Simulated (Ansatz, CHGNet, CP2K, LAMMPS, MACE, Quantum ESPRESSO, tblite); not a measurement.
# Bulk modulus of glassy 67P2O5-33MgO (mol %) (80 atoms) across programs

Aim: pressure against volume for glassy 67P2O5-33MgO (mol %) (80 atoms), with plane waves as the reference.

The results are calculated values.

## (1) Set-up

The cell holds 80 atoms (20 P, 5 Mg and 55 O), with edges of 9.73, 9.73 and 9.73 Å. Recipe: 80 atoms (20 P, 5 Mg, 55 O) placed at random at 2.93 g/cm³, melted at 4000 K for 10 ps at fixed volume with the Morse and Coulomb pair potential with partial charges (Pedone, Malavasi, Menziani, Cormack and Segre, J. Phys. Chem. B 110, 11780 (2006)). Quenched from 4000 K to 300 K at 25 K/ps and fixed volume, held 5 ps. Then the atoms were relaxed with MACE MPA-0 medium in the fixed cell.

Bonds by pair of elements; cutoffs follow the first minimum of g(r), held within bounds set by covalent radii, and pairs that aren't listed don't count as bonded:

| pair A-B | cutoff (Å) | bonds | mean length (Å) | spread (Å) | shortest (Å) | B about A | A about B |
| --- | --- | --- | --- | --- | --- | --- | --- |
| O-P | 2.11 | 82 | 1.57 | 0.078 | 1.45 | 1.49 | 4.1 |
| O-Mg | 2.43 | 24 | 2.02 | 0.108 | 1.88 | 0.436 | 4.8 |

## (2) The reference input

Quantum ESPRESSO 7.5: Kohn-Sham DFT, PBE, SSSP efficiency 1.3.0 pseudopotentials, plane waves. Its input, pw.in, for the unchanged cell:

```
&control
  calculation = 'scf'
  pseudo_dir = './pseudo'
  outdir = './tmp'
  disk_io = 'none'
  tprnfor = .true.
  tstress = .true.
/
&system
  ibrav = 0
  nat = 80
  ntyp = 3
  ecutwfc = 60
  ecutrho = 480
  nosym = .true.
  occupations = 'smearing'
  smearing = 'fd'
  degauss = 0.003675
/
&electrons
  conv_thr = 4.0e-07
  electron_maxstep = 100
  mixing_beta = 0.4
  mixing_mode = 'plain'
  diagonalization = 'david'
/
ATOMIC_SPECIES
P 30.974 P.upf
Mg 24.305 Mg.upf
O 15.999 O.upf
CELL_PARAMETERS angstrom
9.72560 0.00000 0.00000
0.00000 9.72560 0.00000
0.00000 0.00000 9.72560
ATOMIC_POSITIONS crystal
P 0.08155 0.93528 0.99192
P 0.62889 0.02395 0.00942
P 0.88383 0.26656 0.38746
P 0.08164 0.86517 0.53253
[... 74 atom lines left out ...]
O 0.65546 0.23190 0.65670
O 0.31562 0.09907 0.23685
K_POINTS gamma
```

```console
$ OMP_NUM_THREADS=1 mpirun -np 4 pw.x -in pw.in > output.txt
```

The job ended after 1.8 min (4 MPI ranks of Intel Xeon at 2.60GHz (Ice Lake), shared host; peak memory 2.9 GiB; 7 min of CPU time).

It converged with an r.m.s. force component of 0.15 eV/Å and a pressure of 6.4 GPa.

## (3) Levels of theory

Every level solves the same cells as single points. CPU time is summed over a level's finished runs, on a host shared with the other runs, so it is rough; the force column is the median over cells of the r.m.s. difference of force components from the reference.

```
                level                      basis or training data  k-points  runs finished  CPU time  peak memory (GiB)  force difference (meV/Å)
              QE, PBE     plane waves, SSSP efficiency, 60/480 Ry         Γ         3 of 3    21 min                2.9                 reference
CP2K double zeta, PBE                      DZVP-UZH, GTH, 1200 Ry         Γ         3 of 3    25 min                9.8                       201
      tblite GFN1-xTB  tight binding with its own dispersion term         Γ         3 of 3      20 s               0.11                       505
         CHGNet 0.3.0          trained on PBE(+U) plane-wave data         -         3 of 3      14 s                1.4                       207
    MACE MPA-0 medium          trained on PBE(+U) plane-wave data         -         3 of 3      27 s                1.2                       151
```

The reference's own r.m.s. force component runs from 150 to 156 meV/Å over these cells. MACE MPA-0 medium relaxed the atoms, so in the cells that it relaxed its forces are near zero and its entry mostly repeats the reference's forces.

## (4) Pressure against volume

The cell is scaled evenly, and at each volume MACE MPA-0 medium relaxes the atoms again before the single points. The unchanged volume is 11.499 Å³ an atom. Pressures in GPa:

| level | -3 % | 0 | +3 % |
| --- | --- | --- | --- |
| QE, PBE | 8.99 | 6.41 | 4.30 |
| CP2K double zeta, PBE | 9.44 | 6.87 | 4.77 |
| tblite GFN1-xTB | 6.40 | 4.15 | 2.34 |
| CHGNet 0.3.0 | 6.74 | 4.44 | 2.62 |
| MACE MPA-0 medium | 7.37 | 4.93 | 2.96 |

Energy less that of the unchanged cell at the same level, in meV an atom:

| level | -3 % | +3 % |
| --- | --- | --- |
| QE, PBE | 14.45 | -9.59 |
| CP2K double zeta, PBE | 13.72 | -8.75 |
| tblite GFN1-xTB | 10.71 | -7.22 |
| CHGNet 0.3.0 | 11.32 | -7.27 |
| MACE MPA-0 medium | 13.14 | -8.52 |

## (5) Moduli

From the three volumes nearest the unchanged one: B from the slope of pressure against ln V and from the curvature of the energy, the pressure that the slope of the energy implies, and the volume change at which the printed pressure crosses zero (a dash if it doesn't within the range).

| level | B from pressures (GPa) | B from energies (GPa) | printed pressure (GPa) | pressure from energies (GPa) | zero pressure at (%) |
| --- | --- | --- | --- | --- | --- |
| QE, PBE | 78.2 | 75.3 | 6.41 | 5.58 | - |
| CP2K double zeta, PBE | 77.8 | 76.8 | 6.87 | 5.22 | - |
| tblite GFN1-xTB | 67.6 | 54.0 | 4.15 | 4.16 | - |
| CHGNet 0.3.0 | 68.7 | 62.7 | 4.44 | 4.32 | - |
| MACE MPA-0 medium | 73.4 | 71.6 | 4.93 | 5.03 | - |

As a check by hand on the reference: from -3 to +3 % the pressure falls by 4.69 GPa while ln V grows by 0.0600, a ratio of 78.1 GPa.

Gap between the highest filled and the lowest empty level on the runs' k-points, in eV:

| level | -3 % | 0 | +3 % |
| --- | --- | --- | --- |
| QE, PBE | 4.30 | 4.17 | 4.00 |
| CP2K double zeta, PBE | 4.09 | 3.95 | 3.77 |

## (6) Findings

The plane-wave reference (PBE) gives a bulk modulus of 78.2 GPa from its pressures, at a volume where its pressure is 6.41 GPa, and the pressure stays positive over the whole range. Other programs at PBE: CP2K double zeta, PBE 77.8 GPa (-1 %); its pressure lies +0.46 GPa from the reference's. Learned potentials: CHGNet 0.3.0 68.7 GPa (-12 %) and MACE MPA-0 medium 73.4 GPa (-6 %); their pressures lie -1.97 to -1.48 GPa from the reference's.

Tight binding: tblite GFN1-xTB 67.6 GPa (-14 %); its pressure lies -2.26 GPa from the reference's. All slopes lie within 14 % of the reference's, while the pressures at one volume spread over 2.7 GPa, so the levels would settle at unlike volumes. Moduli from the energies run from 54 to 77 GPa and part from those from pressures by as much as -20 % (tblite GFN1-xTB); they rest on differences of a few meV an atom and hold the work of each level's leftover forces. The reference's gap falls as the cell grows, from 4.30 eV at -3 % to 4.00 eV at +3 %.

Caveats: The atoms follow MACE MPA-0 medium, not each level's own minimum, so these moduli only approach relaxed ones and hang on that choice. Three points at finite strain give rough moduli, at the given volume rather than at zero pressure. Pressures at a fixed plane-wave cutoff or in a small atom-centred basis hold some basis error. The quench rate of 25 K/ps is many orders above laboratory rates, so the cell is likely richer in defects and strain than a real sample. The reference samples only Γ, in a cell whose shortest periodic width is 10 Å. The reference isn't exact: its cutoffs and mesh weren't converged further here, and in our tests on small cells the SSSP efficiency potentials stood apart from two norm-conserving sets for C–F bonds most, for P–O and Y–O bonds less. Where levels are smeared, the DFT runs use Fermi–Dirac occupations at 580 K (0.05 eV), and energies are free energies.

[Long decimals in the printed logs are rounded to 6 places.]

[Logs are printed without paths, hosts, clocks, repeated set-up lines and the standing remarks that a program may print on its own settings, such as how far it seeks lower states.]

[Hosts, paths, dates, database ids (printed as entryN), source tags and the programs' standing remarks are cut or masked in the printed files.]
